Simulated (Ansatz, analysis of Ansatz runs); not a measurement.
# Bond-centred H+ along c in ZnO: local vibrational mode against experiment, part 2 of 2

How near does this set-up come to the measured local vibrational mode? Subject: bond-centred H+ along c in ZnO. Set-up: r2SCAN, 72-site cell, r2SCAN lattice, 500 eV, k: the single point 1/4 1/4 1/4. The model is a cell of 72 host atoms with 1 H put in. The frequencies come from force constants among the defect atom and its neighbours, with the masses of the isotopes named. A meta-GGA costs about twice a GGA and mends lattice constants and part of the gap.

Ansatz 0.2.0; r2SCAN, 72-site cell, r2SCAN lattice, 500 eV, k: the single point 1/4 1/4 1/4.

So far: The starting structure; Relaxation, charge +1.

## 2. Relaxation, charge +1 (continued)

Level of this step: plane-wave PAW DFT, r2SCAN; relaxation of all atoms of a defect supercell (Ansatz).

The steps of the relaxation:

| step | energy less that of the first step (eV) | largest force component (eV/Å) |
| --- | --- | --- |
| 1 | 0.0000 | 2.3442 |
| 2 | -0.6098 | 1.3226 |
| 3 | -0.8688 | 3.9422 |
| 4 | -1.0088 | 0.2502 |
| 5 | -1.0055 | 0.2331 |
| 6 | -1.0140 | 0.0625 |
| 7 | -1.0142 | 0.0094 |
| 8 | -1.0142 | 0.0094 |

Relaxation step 5 was tried and not accepted.

The atoms that moved most (Å, from the sites as typed, ahead of the random displacement, the mean shift of all atoms taken out):

| atom | dx | dy | dz | length |
| --- | --- | --- | --- | --- |
| Zn33 | -0.004 | 0.003 | -0.359 | 0.359 |
| Zn38 | 0.104 | -0.062 | 0.111 | 0.164 |
| Zn14 | -0.099 | -0.062 | 0.109 | 0.159 |
| Zn46 | 0.002 | 0.112 | 0.107 | 0.155 |
| Zn10 | -0.099 | -0.062 | -0.093 | 0.150 |
| Zn34 | 0.102 | -0.060 | -0.091 | 0.149 |
| Zn42 | 0.002 | 0.114 | -0.094 | 0.148 |
| O40 | 0.001 | -0.002 | 0.143 | 0.143 |

Neighbours of H73 at the end:

| atom | distance (Å) |
| --- | --- |
| O36 | 0.965 |
| Zn33 | 2.073 |
| Zn38 | 2.456 |
| Zn14 | 2.458 |
| Zn46 | 2.460 |
| O35 | 2.703 |
| O11 | 2.715 |
| O43 | 2.721 |

This step gave:

```
free energy : -140241.6709 eV
```

The relaxation ends 14 meV an atom lower than the displaced start, with a largest force component of 0.0094 eV/Å.

## 3. Local vibrational modes

A local mode lives on the defect and the atoms next to it, so only the sites listed in the input are displaced, which costs far fewer SCF runs than the whole cell would.

This step: plane-wave PAW DFT, r2SCAN; finite-displacement force constants among the atoms nearest to a defect, the others at rest.

Input file modes/input.yaml:

```yaml
crystal:
  lattice:
    - [9.70585879, 0.0, 0.0]
    - [-4.8529294, 8.40552028, 0.0]
    - [0.0, 0.0, 10.42205777]
  atoms:
    - { symbol: Zn, position: [0.110742927, 0.221828966, 0.250603667] }
    - { symbol: Zn, position: [0.221114725, 0.108917927, 0.001248574] }
[... 8 atom lines left out ...]
    - { symbol: O, position: [0.217743616, 0.442320303, 0.185677296] }
    - { symbol: O, position: [0.1119467, 0.554912505, 0.440375264] }
[... 1 atom line left out ...]
    - { symbol: Zn, position: [0.208167933, 0.436989607, 0.510481391] }
[... 18 atom lines left out ...]
    - { symbol: Zn, position: [0.444012974, 0.555813478, 0.172451716] }
[... 1 atom line left out ...]
    - { symbol: O, position: [0.557174453, 0.442673726, 0.185794895] }
    - { symbol: O, position: [0.444226879, 0.555020719, 0.463871113] }
[... 1 atom line left out ...]
    - { symbol: Zn, position: [0.562358758, 0.436915926, 0.510677315] }
[... 4 atom lines left out ...]
    - { symbol: O, position: [0.557437216, 0.782071704, 0.185581094] }
    - { symbol: O, position: [0.444628889, 0.887597442, 0.440334522] }
[... 1 atom line left out ...]
    - { symbol: Zn, position: [0.562298528, 0.791028852, 0.510355328] }
[... 21 atom lines left out ...]
    - { symbol: O, position: [0.776439477, 0.887651925, 0.440424191] }
[... 4 atom lines left out ...]
    - { symbol: H, position: [0.444305786, 0.554516673, 0.37131583] }
total_charge: 1
basis:
  ecutwfc: 500
  xc_grid: 2
hamiltonian:
  xc: r2scan
kpoints:
  mp_grid: { grid: [1, 1, 1], shift: [0.25, 0.25, 0.25] }
scf:
  occupations: { method: fermi_dirac, width: 0.01 }
  max_iter: 120
output: {}
checkpoint:
  read: "../relax.run"
phonons:
  supercell: [1, 1, 1]
  displaced_sites: [13, 32, 35, 37, 72]
```

Launch:

```bash
$ ansatz run input.yaml --threads 2 --pin off --max-ram 4710MiB --backend cpu --events-out ev --progress --plain --runs-dir out
```

Numbers of over 12 decimals in the logs are rounded to 6 here.

Log:

```text
[...]
Warning: basis.xc_grid 2: finite-displacement phonons take 5 at the least, and a number is run as typed, so the frequencies can be off [figures from the program's tests cut]
[...]
Crystal: 73 atoms, lattice volume = 850.261 Å³
Basis set: ecut = 500 eV, 21585 PW (Γ), exchange–correlation on 144×144×160 points (8 copies of the dense FFT grid, shifted against one another)
Bands: 397, of which v1, the nominal top of the filled ones, is band 324 counted from 1 (323 counted from 0)
Symmetry: 1 space group operations
k-points: 1
[...]
SCF iter   5: F=-140241.670879 eV  HF=-140241.670879 eV  |F-HF|=8.73e-11  |Δ(HF+E_count)|=    0.00e0  Δρ=5.96e-8  dr2=2.95e-11  dr2_τ=4.12e-11  ethr=1.00e-12  ⟨swp⟩=5.0  Hψ=1339  notcnv=0
SCF 1 converged in 5 iterations: F = -140241.670879 eV  dr2 = 2.95e-11
[...]
SCF 2 converged in 2 iterations: F = -140241.670879 eV  dr2 = 1.12e-11
[...]
symmetry images taken by strict's conditions (phonons.symmetry_images: auto; settled by no image being taken that strict refuses)
  force constants formed among 5 of 73 sites (Zn 13, Zn 32, O 35, Zn 37, H 72); the other 68 at rest. The modes move the named sites alone.
  the frequencies, the zero-point energy and the sums are of the block with the acoustic sum rule laid on its rows. Row sums over every site: 2.0e-1 eV/Å² at the most
  transpose residual: 1.2e-4 eV/Å²
  largest component of a force at the reference: 1.1e-2 eV/Å on a named site, 7.8e-3 eV/Å on a site at rest
  frequencies among the named sites at Γ of the cell (cm⁻¹): 121.68 137.52 177.40 218.08 225.28 230.40 233.44 252.01 253.71 337.49 375.88 385.37 595.72 600.01 3728.55
  unstable modes among the named sites: 0
  frequencies as built, with no sum rule (cm⁻¹): 121.93 139.76 178.08 217.83 225.20 230.23 233.32 252.78 253.47 337.79 376.19 385.75 595.83 600.07 3728.62
  zero-point energy: 0.488035 eV/cell   skipped modes (ω ≤ 0): 0
  not written: the harmonic force-constant file, the file of eigenvectors (these modes' are written with the force constants), the density of states and the dispersion, which are of every site
[key lines of the parts left out:]
SCF converged after 2 iterations
Free energy (F): -140241.670879 eV
Fermi energy:    8.186109 eV
```

Elapsed: 38 min, on 2 threads of Arm Neoverse V1, shared host; peak memory 2.7 GiB.

In the SCF lines HF is the Harris–Foulkes energy and dr2 the Hartree energy of the density residual, in eV; the loop may stop once dr2 is under the threshold and the program's other checks hold. Hψ counts applications of the Hamiltonian.

Read from the output:

| Quantity | Value |
| --- | --- |
| free energy | -140241.6709 eV |

The modes with the largest weight on the probed atoms (the light atom of a pair), for the masses of each isotope. Modes of the displaced atoms (local only where they lie over the host's phonons):

| isotopes | mode (cm⁻¹) | share of the defect atoms |
| --- | --- | --- |
| H | 3729 | 0.944 |
| H | 600.1 | 0.85 |
| H | 595.8 | 0.845 |
| D | 2711 | 0.892 |
| D | 471.6 | 0.475 |
| D | 469.9 | 0.461 |

## 4. What came out

| Property | Result |
| --- | --- |
| distance from the defect atom to its nearest neighbour | 0.965 Å |
| O-H stretch, 1H | 3729 cm⁻¹ |
| O-D stretch, 2H | 2711 cm⁻¹ |
| time of the whole chain | 48 min on 2 threads |

What this shows: O-H stretch, 1H: computed 3729 cm⁻¹, measured 3611.3 cm⁻¹; 118 cm⁻¹ (3 %) above the measurement. O-D stretch, 2H: computed 2711 cm⁻¹, measured 2668 cm⁻¹; 43 cm⁻¹ (2 %) above the measurement. The computed value is harmonic, while the measured line is the anharmonic fundamental, which for X–H stretches usually lies a few per cent lower. Only the named neighbours move, so modes near the host's band are approximate.

[Logs are printed without paths, hosts, clocks, repeated set-up lines and the standing remarks that a program may print on its own settings, such as how far it seeks lower states.]

[Hosts, paths, dates, database ids (printed as entryN), source tags and the programs' standing remarks are cut or masked in the printed files.]

[For some hosts the program warned that the k-mesh of the response run may be too coarse for force constants and the static dielectric constant; such warnings are not shown here.]
